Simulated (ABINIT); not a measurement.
# Quasiparticle gap of BaLiF3 (Pm-3m) in ABINIT, part 3 of 3

How does a plane-wave GW calculation on BaLiF3 (Pm-3m) run from the first input to the gap?

ABINIT 10.8.3; LDA and many-body steps on it, plane waves. Known limits of the many-body steps: not at the basis limit; no spin-orbit coupling; coarse k mesh.

So far. Step 4 (Empty states on the mesh, 2×2×2 mesh, 47 bands): On this mesh the gap is 6.550 eV. Step 5 (Screening, 2×2×2 mesh, 43 bands, screening to 87.1 eV): Local fields lower ε∞ by 7 %. On a Γ-centred mesh this coarse the value itself is usually too large, while a short band sum pulls it down.

## (6) Self-energy, 2×2×2 mesh, 43 bands, screening to 87.1 eV

The self-energy is evaluated for the states that the input lists, and the levels follow from it, in one-shot runs by the linearised quasiparticle equation.

This step: G0W0 on LDA, plane waves, norm-conserving pseudopotentials.

run.abi reads:

```
acell 3*1.0 Angstrom
rprim 
  3.988581640000 0.000000000000 0.000000000000
  0.000000000000 3.988581640000 0.000000000000
  0.000000000000 0.000000000000 3.988581640000
ntypat 3
znucl 56 3 9
natom 5
typat 1 2 3 3 3
xred 
  0.000000000000 0.000000000000 0.000000000000
  0.500000000000 0.500000000000 0.500000000000
  0.000000000000 0.500000000000 0.500000000000
  0.500000000000 0.500000000000 0.000000000000
  0.500000000000 0.000000000000 0.500000000000
pp_dirpath "pseudos"
pseudos "Ba.upf, Li.upf, F.upf"
ecut 36
ngkpt 2 2 2
nshiftk 1
shiftk 0 0 0
kptopt 1
chksymbreak 0
istwfk *1
occopt 1
irdwfk 1
optdriver 4
nband 43
gwcalctyp 0
ecutsigx 36
symsigma 1
nkptgw 1
kptgw 
  0.0000000000 0.0000000000 0.0000000000
bdgw 
  15 19
ecuteps 3.2
irdscr 1
ppmodel 1
indata_prefix "in"
outdata_prefix "out"
tmpdata_prefix "tmp"
```

Launch:

```bash
> OMP_NUM_THREADS=1 mpirun -n 4 abinit run.abi > log
```

Numbers of over 12 decimals in the logs are rounded to 6 here.

The log of the run:

```text
.Version 10.8.3 of ABINIT. v10.8.2 released Aug 2026.

 Symmetries : space group Pm -3 m (#221); Bravais cP (primitive cubic)
[... echo of the input left out ...]
== DATASET  1 ==================================================================
-   mpi_nproc: 4, omp_nthreads: 1 (-1 if OMP is not activated)

--- !DatasetInfo
iteration_state: {dtset: 1, }
dimensions: {natom: 5, nkpt: 4, mband: 43, nsppol: 1, nspinor: 1, nspden: 1, mpw: 4468, }
cutoff_energies: {ecut:  36.0, pawecutdg:  -1.0, }
electrons: {nelect:   3.40000000E+01, charge:   0.00000000E+00, occopt:   1.00000000E+00, tsmear:   1.00000000E-02, }

 SIGMA: Calculation of the GW corrections

 Based on a program developped by R.W. Godby, V. Olevano, G. Onida, and L. Reining.
 Incorporated in ABINIT by V. Olevano, G.-M. Rignanese, and M. Torrent.
.Using double precision arithmetic ; gwpc =  8

[... cell and pseudopotentials left out ...]
--------------------------------------------------------------------------------

 ==== K-mesh for the wavefunctions ====
 Number of points in the irreducible wedge :     4
[... list of points left out ...]
 Together with 48 symmetry operations and time-reversal symmetry
 yields     8 points in the full Brillouin Zone.

 ==== Q-mesh for screening function ====
 Number of points in the irreducible wedge :     4
[... list of points left out ...]
 Together with 48 symmetry operations and time-reversal symmetry
 yields     8 points in the full Brillouin Zone.

 vcoul_init : cutoff-mode = AUXILIARY_FUNCTION
 q-points for optical limit:   1
     1)      0.000010    0.000020    0.000030
 setmesh: FFT mesh size selected  =    45x   45x   45
          total number of points  =        91125

 Number of electrons calculated from density =   34.0000; Expected =   34.0000
 average of density, n =  0.079401
 r_s =    1.4433
 omega_plasma =   27.1812 [eV]

 === KS Band Gaps ===
  >>>> For spin  1
   Minimum direct gap =   6.5504 [eV], located at k-point      :   0.0000  0.0000  0.0000
   Fundamental gap    =   6.5504 [eV], Top of valence bands at :   0.0000  0.0000  0.0000
                                       Bottom of conduction at :   0.0000  0.0000  0.0000
 SIGMA fundamental parameters:
 PLASMON POLE MODEL  1
 number of plane-waves for SigmaX                 4385
 number of plane-waves for SigmaC and W            123
 number of plane-waves for wavefunctions          4385
 number of bands                                    43
 number of independent spin polarizations            1
 number of spinorial components                      1
 number of k-points in IBZ                           4
 number of q-points in IBZ                           4
 number of symmetry operations                      48
 number of k-points in BZ                            8
 number of q-points in BZ                            8
 number of frequencies for dSigma/dE                 9
 frequency step for dSigma/dE [eV]                0.25
 number of omega for Sigma on real axis              0
 max omega for Sigma on real axis  [eV]           0.00
 zcut for avoiding poles [eV]                     0.10

 EPSILON^-1 parameters (SCR file):
 dimension of the eps^-1 matrix on file            123
 dimension of the eps^-1 matrix used               123
 number of plane-waves for wavefunctions          4385
 number of bands                                    43
 number of q-points in IBZ                           4
 number of frequencies                               2
 number of real frequencies                          1
 number of imag frequencies                          1

 matrix elements of self-energy operator (all in [eV])

 Perturbative Calculation

--- !SelfEnergy_ee
iteration_state: {dtset: 1, }
kpoint     : [   0.000,    0.000,    0.000, ]
spin       : 1
KS_gap     :    6.550
QP_gap     :   10.292
Delta_QP_KS:    3.742
data: !SigmaeeData |
     Band     E0 <VxcDFT>   SigX SigC(E0)      Z dSigC/dE  Sig(E)    E-E0       E
       15   1.789 -22.500 -29.824   5.388   0.804  -0.244 -24.056  -1.556   0.233
       16   1.789 -22.500 -29.824   5.388   0.804  -0.244 -24.056  -1.556   0.233
       17   1.789 -22.500 -29.824   5.388   0.804  -0.244 -24.056  -1.556   0.233
       18   8.340 -10.222  -4.967  -2.775   0.881  -0.135  -8.037   2.185  10.525
       19   8.340 -10.222  -4.967  -2.775   0.881  -0.135  -8.037   2.185  10.525

== END DATASET(S) ==============================================================
================================================================================

 -outvars: echo values of variables after computation  --------
           etotal      0.0000000000E+00
            nband          43
             nkpt           4
          spgroup         221
 [... the other variables as echoed above ...]

 Calculation completed.
```

The job ended after 2.8 s (4 MPI ranks of Arm Neoverse V2, shared host; peak memory 0.16 GiB; 11 s of CPU time).

This step gave:

```yaml
g0w0_gap_on_the_points_computed: 10.29 eV
starting_gap_on_the_mesh: 6.550 eV
k_of_the_valence_top: 0, 0, 0
k_of_the_conduction_bottom: 0, 0, 0
z_at_the_valence_top: 0.804
z_at_the_conduction_bottom: 0.881
least_direct_g0w0_gap_on_the_computed_points: 10.29 eV
```

The gap on the mesh goes from 6.55 eV to 10.29 eV, a correction of +3.74 eV.

Limits: finite bands, cutoff and mesh; no spin-orbit coupling; coarse k mesh. v1 is the top filled band, c1 the lowest empty one. The levels before and after the correction (eV, zero at the valence-band top of each column):

|  | conduction bottom | valence top |
| --- | --- | --- |
| Kohn-Sham | 6.55 | 0.00 |
| G0W0 | 10.29 | 0.00 |

|  | level | energy (eV) |
| --- | --- | --- |
| Kohn-Sham | Γ v3-v1 | 0.000 |
| Kohn-Sham | Γ c1-c2 | 6.550 |
| G0W0 | Γ v3-v1 | 0.000 |
| G0W0 | Γ c1-c2 | 10.292 |

## (7) Where the time went

Times are wall times on 4 MPI ranks of Arm Neoverse V2, shared host, good to a factor of about two.

| step | time | share | memory (GiB) |
| --- | --- | --- | --- |
| ground state | 19 s | 36 % | 0.33 |
| bands along the symmetry lines | 20 s | 37 % | 0.34 |
| empty states on the mesh | 7.5 s | 14 % | 0.28 |
| screening | 4.1 s | 8 % | 0.5 |
| self-energy | 2.8 s | 5 % | 0.16 |

## (8) What came out

| Item | Value |
| --- | --- |
| LDA gap | 6.55 eV, direct |
| G0W0 gap on the mesh | 10.29 eV |
| GW settings | 2×2×2 mesh, 43 bands, screening to 87.1 eV, Godby-Needs plasmon pole |
| known limits | not at the basis limit; no spin-orbit coupling; coarse k mesh |

What this shows: G0W0 moves the gap on the mesh from 6.55 eV to 10.29 eV (+3.74 eV), with Z of 0.80 and 0.88 at the edges. Local fields lower the RPA ε∞ on this mesh from 2.84 to 2.65; a Γ-centred mesh this coarse tends to raise both, most where the direct gap is narrow, while a short band sum lowers them. Only 1 of the mesh's irreducible points was corrected, so a valley elsewhere could overtake. Bands and cutoff are finite, so the gap is not at the basis limit. The miss can reach some tenths of an eV and take either sign; the mesh is an error of its own. In the G0W0 run levels were corrected at 1 k point alone, so a gap called «on the mesh» is the least over those, and an edge elsewhere would be missed. The 2×2×2 mesh is coarse for this cell, which bears on the long-range parts of exchange and screening. This is the ideal cubic cell; many perovskites, halides above all, are cubic only on average, and local tilts or off-centring can widen the gap. The many-body steps are scalar-relativistic: spin-orbit coupling is not in them.

[Paths, hosts, dates, memory and timing lines, banners, echoed tables and standing remarks are left out of the program output.]

[Logs are printed without paths, hosts, clocks, repeated set-up lines and the standing remarks that a program may print on its own settings, such as how far it seeks lower states.]

[Runs of the session that timed out or met a known fault of the program may be left out.]

[Hosts, paths, dates, database ids (printed as entryN), source tags and the programs' standing remarks are cut or masked in the printed files.]

[G0W0 gaps are taken among the corrected bands and points alone; a level outside them can change the order at an edge.]

[Where Ansatz stands beside ABINIT at settings called matched, ABINIT's density can come from a denser mesh and the files from another edition; pairs whose starting gaps differed by over 0.03 eV were left out, so agreement reads better than it is.]
